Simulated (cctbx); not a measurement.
## Accept or mend?

Cell a = 10.6100 Å, b = 10.6100 Å, c = 8.7420 Å, α = 90.00°, β = 90.00°, γ = 90.00°; space group P4_2/m (no. 84).

The data are simulated with cctbx, not measured: Mo Kα, λ = 0.71073 Å, to d = 0.77 Å, 80 % of the full sphere, strongest reflection 20000 counts, noise from counting, a 3 % proportional error and a noise floor of 2 counts (s.d.); no absorption, and some extinction, which the refinements don't model.

An anisotropic refinement with weights 1/σ² prints:

```text
Rint 0.035, 1205 unique reflections to 0.77 A
cycle     R1     wR2    GooF  max shift (A)
   1  0.0420  0.1000   3.592   0.00142
   2  0.0146  0.0337   1.209   0.00000
final R1 0.0146 wR2 0.0337 GooF 1.209  parameters 29  data/parameter 41.6
atom        x        y        z      Ueq    occ   su(xyz)  su(Uiso or U11)
La1    0.00000  0.50000  0.00000   0.0033  1.000  0.00000  0.0001
Ba1    0.71265  0.42940  0.00000   0.0077  1.000  0.00002  0.0001
I1     0.94403  0.70109  0.74339   0.0077  1.000  0.00002  0.0001
Rb1    0.58609  0.77017  0.00000   0.0069  1.000  0.00004  0.0002
Rb2    0.00000  0.00000  0.00000   0.0066  1.000  0.00000  0.0002
difference map: max 0.61 min -1.66 rms 0.18
Q1    0.0911  0.2947  0.0000    4    0.64  2.27 A from I1
Q2    0.3526  0.4230  0.0787    8    0.62  1.84 A from Ba1
Q3    0.1825  0.4332  0.0727    8    0.55  1.94 A from Ba1
Q4    0.0172  0.4705  0.0399    8    0.53  0.50 A from La1
Q5    0.0980  0.4210  0.1387    8    0.51  1.71 A from I1
Q6    0.1971  0.4204  0.2033    8    0.50  2.03 A from I1
```

**Question.** Can this result stand? If not, what is the likely fault?

Mend it. The fault: wrong element: Ba1 is I. Against the right model at the same level, R1 goes from 0.0121 to 0.0146 and GooF from 0.95 to 1.21 and U of Ba1 swells from 0.0050 to 0.0077 Å². Ba1 has 3 electrons too many and its U swells to shed them, as expected. The signs are weak, and the output alone doesn't single this fault out.

The compound is Rb3LaI6. The right model at the same level gives:

```text
Rint 0.035, 1205 unique reflections to 0.77 A
cycle     R1     wR2    GooF  max shift (A)
   1  0.0303  0.0732   2.629   0.00132
   2  0.0121  0.0266   0.955   0.00000
final R1 0.0121 wR2 0.0266 GooF 0.955  parameters 29  data/parameter 41.6
atom        x        y        z      Ueq    occ   su(xyz)  su(Uiso or U11)
La1    0.00000  0.50000  0.00000   0.0039  1.000  0.00000  0.0001
I1     0.71266  0.42939  0.00000   0.0050  1.000  0.00002  0.0001
I2     0.94402  0.70109  0.74340   0.0084  1.000  0.00002  0.0001
Rb1    0.58611  0.77019  0.00000   0.0075  1.000  0.00003  0.0001
Rb2    0.00000  0.00000  0.00000   0.0072  1.000  0.00000  0.0002
difference map: max 0.54 min -0.79 rms 0.16
Q1    0.0916  0.2943  0.0000    4    0.58  2.28 A from I2
Q2    0.3534  0.4193  0.0806    8    0.55  1.89 A from I1
Q3    0.1813  0.4326  0.0707    8    0.52  1.95 A from I1
Q4    0.1015  0.4216  0.1403    8    0.48  1.72 A from I2
Q5    0.0641  0.8382  0.1616    8    0.48  2.10 A from I2
Q6    0.1734  0.6960  0.2582    8    0.47  2.43 A from I2
```

Isotropic U is held between 0.0001 and 1 Å² by the program, and listed peak heights are interpolated, so they can pass the grid's maximum.

The model was made for the exercise: a known structure type with other elements put in, its volume estimated, not relaxed; displacement parameters are assumed.

[Middle refinement cycles are left out of these outputs.]

[Logs are printed without paths, hosts, clocks, repeated set-up lines and the standing remarks that a program may print on its own settings, such as how far it seeks lower states.]
